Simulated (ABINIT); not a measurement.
**A GW chain in ABINIT: BaH2 (P6_3/mmc)**

Aim: the G0W0 gap of BaH2 (P6_3/mmc) on PBEsol, step by step.

Main program and level: ABINIT 10.8.3; PBEsol and many-body steps on it, plane waves.

## (1) Set-up

It takes space group P6_3/mmc (No. 194, hexagonal). Conventional cell: a = 4.462 Å, b = 4.462 Å, c = 6.055 Å, α = 90.00°, β = 90.00°, γ = 120.00°. Ba has 11 H at 2.58 to 3.03 Å nearest. Nearest to H lie 5 Ba at 2.58 to 3.03 Å and 6 H at 2.99 Å. Nearest to H lie 6 Ba at 2.99 Å and 8 H at 2.99 to 3.03 Å. Farther neighbours are not listed.

The cell and positions are those that the Materials Project relaxed with its own functionals (PBE, PBE+U or r2SCAN), kept fixed. Spin-orbit coupling is left out unless a step names it.

## (2) Ground state

This step: ABINIT 10.8.3; DFT, PBEsol, plane waves, norm-conserving pseudopotentials.

The ground-state density comes first.

Input file run.abi:

```
acell 3*1.0 Angstrom
rprim 
  4.462025052349 0.000000000014 0.000000000000
  -2.231012526186 3.864227047650 0.000000000000
  0.000000000000 0.000000000000 6.055292590000
ntypat 2
znucl 56 1
natom 6
typat 1 1 2 2 2 2
xred 
  0.666666666667 0.333333333333 0.750000000000
  0.333333333333 0.666666666667 0.250000000000
  0.333333333333 0.666666666667 0.750000000000
  0.666666666667 0.333333333333 0.250000000000
  0.000000000000 0.000000000000 0.500000000000
  0.000000000000 0.000000000000 0.000000000000
pp_dirpath "pseudos"
pseudos "Ba.upf, H.upf"
ecut 32
ngkpt 6 6 4
nshiftk 1
shiftk 0 0 0
kptopt 1
chksymbreak 0
nband 19
occopt 1
tolvrs 1e-10
nstep 60
prtwf 0
optforces 0
optstress 0
indata_prefix "in"
outdata_prefix "out"
tmpdata_prefix "tmp"
```

The run is started by

```
$ OMP_NUM_THREADS=1 mpirun -n 4 abinit run.abi > log
```

Numbers of over 12 decimals in the logs are rounded to 6 here.

The log of the run:

```text
.Version 10.8.3 of ABINIT. v10.8.2 released Aug 2026.

 Symmetries : space group P6_3/m m c (#194); Bravais hP (primitive hexag.)
================================================================================
 Values of the parameters that define the memory need of the present run
     intxc =       0    ionmov =       0      iscf =       7    lmnmax =       6
     lnmax =       6     mgfft =      60  mpssoang =       3    mqgrid =    3001
     natom =       6  nloc_mem =       1    nspden =       1   nspinor =       1
    nsppol =       1      nsym =      24    n1xccc =    2501    ntypat =       2
    occopt =       1   xclevel =       2
-    mband =          19        mffmem =           1         mkmem =           6
       mpw =        6123          nfft =      121500          nkpt =          21
================================================================================
  Rough estimation (10% accuracy) of disk space for files :
================================================================================

--------------------------------------------------------------------------------
------------- Echo of variables that govern the present computation ------------
--------------------------------------------------------------------------------
 -outvars: echo values of preprocessed input variables --------
            acell      1.8897261259E+00  1.8897261259E+00  1.8897261259E+00 Bohr

      chksymbreak           0
             ecut      3.20000000E+01 Hartree
-          fftalg         312

              ixc     -116133
              kpt      0.00000000E+00  0.00000000E+00  0.00000000E+00
                       1.66666667E-01  0.00000000E+00  0.00000000E+00
                       3.33333333E-01  0.00000000E+00  0.00000000E+00
                       5.00000000E-01  0.00000000E+00  0.00000000E+00
                       1.66666667E-01  1.66666667E-01  0.00000000E+00
                       3.33333333E-01  1.66666667E-01  0.00000000E+00
                       3.33333333E-01  3.33333333E-01  0.00000000E+00
                       0.00000000E+00  0.00000000E+00  2.50000000E-01
                       1.66666667E-01  0.00000000E+00  2.50000000E-01
   [... 10 further rows ...]
                       3.33333333E-01  1.66666667E-01  5.00000000E-01
                       3.33333333E-01  3.33333333E-01  5.00000000E-01
         kptrlatt        6    0    0      0    6    0      0    0    4
          kptrlen      4.57713784E+01
P           mkmem           6
            natom           6
            nband          19
            ngfft          45      45      60
             nkpt          21
            nstep          60
             nsym          24
           ntypat           2
              occ      2.000000  2.000000  2.000000  2.000000  2.000000  2.000000
                       2.000000  2.000000  2.000000  2.000000  2.000000  2.000000
                       0.000000  0.000000  0.000000  0.000000  0.000000  0.000000
                       0.000000
        optforces           0
        optstress           0
            prtwf           0
            rprim      4.4620250523E+00  1.4000000000E-11  0.0000000000E+00
[...]
spgroup         194

           tolvrs      1.00000000E-10

             xred      6.6666666667E-01  3.3333333333E-01  7.5000000000E-01
[...]
znucl       56.00000    1.00000

================================================================================

 chkinp: Checking input parameters for consistency.

================================================================================
== DATASET  1 ==================================================================
-   mpi_nproc: 4, omp_nthreads: 1 (-1 if OMP is not activated)

--- !DatasetInfo
iteration_state: {dtset: 1, }
dimensions: {natom: 6, nkpt: 21, mband: 19, nsppol: 1, nspinor: 1, nspden: 1, mpw: 6123, }
cutoff_energies: {ecut:  32.0, pawecutdg:  -1.0, }
electrons: {nelect:   2.40000000E+01, charge:   0.00000000E+00, occopt:   1.00000000E+00, tsmear:   1.00000000E-02, }

 Real(R)+Recip(G) space primitive vectors, cartesian coordinates (Bohr,Bohr^-1):
 R(1)=  8.4320053  0.0000000  0.0000000  G(1)=  0.1185958  0.0684713  0.0000000
 R(2)= -4.2160027  7.3023308  0.0000000  G(2)=  0.0000000  0.1369426  0.0000000
 R(3)=  0.0000000  0.0000000 11.4428446  G(3)=  0.0000000  0.0000000  0.0873909
 Unit cell volume ucvol=  7.0457361E+02 bohr^3
 Angles (23,13,12)=  9.00000000E+01  9.00000000E+01  1.20000000E+02 degrees

 getcut: wavevector=  0.0000  0.0000  0.0000  ngfft=  45  45  60
         ecut(hartree)=     32.000   => boxcut(ratio)=   2.04919

--- Pseudopotential description ------------------------------------------------
- Ba Generated using ONCVPSP code by D. R. Hamann
- 56.00000  10.00000  180301                  znucl, zion, pspdat
12 -116133 2 -1 1936                          pspcod,pspxc,lmax,lloc,mmax
     nproj     2     2     2
  pspatm : epsatm=   26.37418133
         --- l  ekb(1:nproj) -->
[...]
pspatm: atomic psp has been read  and splines computed

- H Generated using ONCVPSP code by D. R. Hamann
-  1.00000   1.00000  180301                  znucl, zion, pspdat
12 -116133 1 -1 1180                          pspcod,pspxc,lmax,lloc,mmax
     nproj     2     1     0
  pspatm : epsatm=    0.35585368
         --- l  ekb(1:nproj) -->
[...]
1   -0.494138
 pspatm: atomic psp has been read  and splines computed

   1.30012266E+03                                ecore*ucvol(ha*bohr**3)
--------------------------------------------------------------------------------

_setup2: Arith. and geom. avg. npw (full set) are    6093.771    6093.766

================================================================================

--- !BeginCycle
iteration_state: {dtset: 1, }
solver: {iscf: 7, nstep: 60, nline: 4, wfoptalg: 0, }
tolerances: {tolvrs: 1.00E-10, }

     iter   Etot(hartree)      deltaE(h)  residm     vres2
 ETOT  1  -58.544136812078    -5.854E+01 3.436E-02 2.163E+02
 ETOT  2  -58.596778237353    -5.264E-02 2.126E-03 1.561E+00
 ETOT  3  -58.597175463096    -3.972E-04 3.370E-04 2.030E-01
 ETOT  4  -58.597191250721    -1.579E-05 3.285E-04 4.510E-03
 ETOT  5  -58.597191522449    -2.717E-07 7.758E-05 2.965E-04
 ETOT  6  -58.597191544652    -2.220E-08 4.386E-05 5.513E-06
 ETOT  7  -58.597191545033    -3.816E-10 5.614E-05 6.062E-08
 ETOT  8  -58.597191545037    -3.830E-12 2.740E-05 4.778E-10
 ETOT  9  -58.597191545037    -2.345E-13 3.394E-05 9.264E-12

 At SCF step    9       vres2   =  9.26E-12 < tolvrs=  1.00E-10 =>converged.

--- !ResultsGS
iteration_state: {dtset: 1, }
comment   : Summary of ground state results
lattice_vectors:
- [  8.4320053,   0.0000000,   0.0000000, ]
- [ -4.2160027,   7.3023308,   0.0000000, ]
- [  0.0000000,   0.0000000,  11.4428446, ]
lattice_lengths: [   8.43201,    8.43201,   11.44284, ]
lattice_angles: [ 90.000,  90.000, 120.000, ] # degrees, (23, 13, 12)
lattice_volume:   7.0457361E+02
convergence: {deltae: -2.345E-13, res2:  9.264E-12, residm:  3.394E-05, diffor:  0.000E+00, }
etotal    :  -5.85971915E+01
entropy   :   0.00000000E+00
fermie    :   1.51815635E-01
cartesian_stress_tensor: null
pressure_GPa: null
xred      :
- [  6.6667E-01,   3.3333E-01,   7.5000E-01, Ba]
- [  3.3333E-01,   6.6667E-01,   2.5000E-01, Ba]
- [  3.3333E-01,   6.6667E-01,   7.5000E-01,  H]
- [  6.6667E-01,   3.3333E-01,   2.5000E-01,  H]
- [  3.7007E-17,   9.2519E-17,   5.0000E-01,  H]
- [  3.7007E-17,   9.2519E-17,   2.7756E-17,  H]
cartesian_forces: null
force_length_stats: {min: null, max: null, mean: null, }

 Integrated electronic density in atomic spheres:
 ------------------------------------------------
 Atom  Sphere_radius  Integrated_density
[...]
================================================================================

 ----iterations are completed or convergence reached----

 Mean square residual over all n,k,spin=   15.499E-08; max=  33.937E-06
 reduced coordinates (array xred) for    6 atoms
[...]
0.333333333333      0.666666666667      0.750000000000
       0.666666666667      0.333333333333      0.250000000000
       0.000000000000      0.000000000000      0.500000000000
       0.000000000000      0.000000000000      0.000000000000
 rms dE/dt=  0.0000E+00; max dE/dt=  0.0000E+00; dE/dt below (all hartree)
    1       0.000000000000      0.000000000000      0.000000000000
    2       0.000000000000      0.000000000000      0.000000000000
    3       0.000000000000      0.000000000000      0.000000000000
    4       0.000000000000      0.000000000000      0.000000000000
    5       0.000000000000      0.000000000000      0.000000000000
    6       0.000000000000      0.000000000000      0.000000000000

 cartesian coordinates (angstrom) at end:
    1      2.231013     1.288076     4.541469
    2     -7.67e-12     2.576151     1.513823
    3     -7.67e-12     2.576151     4.541469
    4      2.231013     1.288076     1.513823
    5     -0.000000     0.000000     3.027646
    6     -0.000000     0.000000     0.000000
 length scales=  1.889726125908  1.889726125908  1.889726125908 bohr
              =  1.000000000000  1.000000000000  1.000000000000 angstroms
 prteigrs : about to open file out_EIG
 Fermi (or HOMO) energy (hartree) =   0.15182   Average Vxc (hartree)=  -0.33174
 Eigenvalues (hartree) for nkpt=  21  k points:
 kpt#   1, nband= 19, wtk=  0.00694, kpt=  0.0000  0.0000  0.0000 (reduced coord)
  -0.84430   -0.83787   -0.32333   -0.29297   -0.29297   -0.28383   -0.28383   -0.28230
  -0.00795    0.04287    0.13315    0.15182    0.25198    0.25198    0.28885    0.28885
   0.28991    0.28991    0.31860
 prteigrs : prtvol=0 or 1, do not print more k-points.

--- !EnergyTerms
iteration_state     : {dtset: 1, }
comment             : Components of total free energy in Hartree
kinetic             :  1.50880991068832E+01
hartree             :  6.42460586607177E+00
xc                  : -1.46237885652085E+01
Ewald energy        : -4.52642621004392E+01
psp_core            :  1.84526163042131E+00
local_psp           : -2.86509529721478E+01
non_local_psp       :  6.58384548938188E+00
total_energy        : -5.85971915450373E+01
total_energy_eV     : -1.59451081206174E+03
band_energy         : -6.30054859331378E+00

== END DATASET(S) ==============================================================
================================================================================

 -outvars: echo values of variables after computation  --------
           etotal     -5.8597191545E+01
            nband          19
             nkpt          21
          spgroup         194
 [... the other variables as echoed above ...]

 Calculation completed.
```

Run time: 21 s. Hardware: 4 MPI ranks of Arm Neoverse V2, shared host; peak memory 0.37 GiB; 82 s of CPU time.

This step gave:

```yaml
total_energy: -1594.5108 eV
gap: 1.473 eV
k_of_the_valence_top: 0, 0, 0
k_of_the_conduction_bottom: 0.3333, 0.3333, 0.5
least_direct_gap: 2.542 eV
```

The gap is indirect, with the least direct gap 1.07 eV higher.

(Part 1 of 3 ends here.)

[Paths, hosts, dates, memory and timing lines, banners, echoed tables and standing remarks are left out of the program output.]

[Logs are printed without paths, hosts, clocks, repeated set-up lines and the standing remarks that a program may print on its own settings, such as how far it seeks lower states.]

[Runs of the session that timed out or met a known fault of the program may be left out.]

[Hosts, paths, dates, database ids (printed as entryN), source tags and the programs' standing remarks are cut or masked in the printed files.]

[G0W0 gaps are taken among the corrected bands and points alone; a level outside them can change the order at an edge.]

[Where Ansatz stands beside ABINIT at settings called matched, ABINIT's density can come from a denser mesh and the files from another edition; pairs whose starting gaps differed by over 0.03 eV were left out, so agreement reads better than it is.]
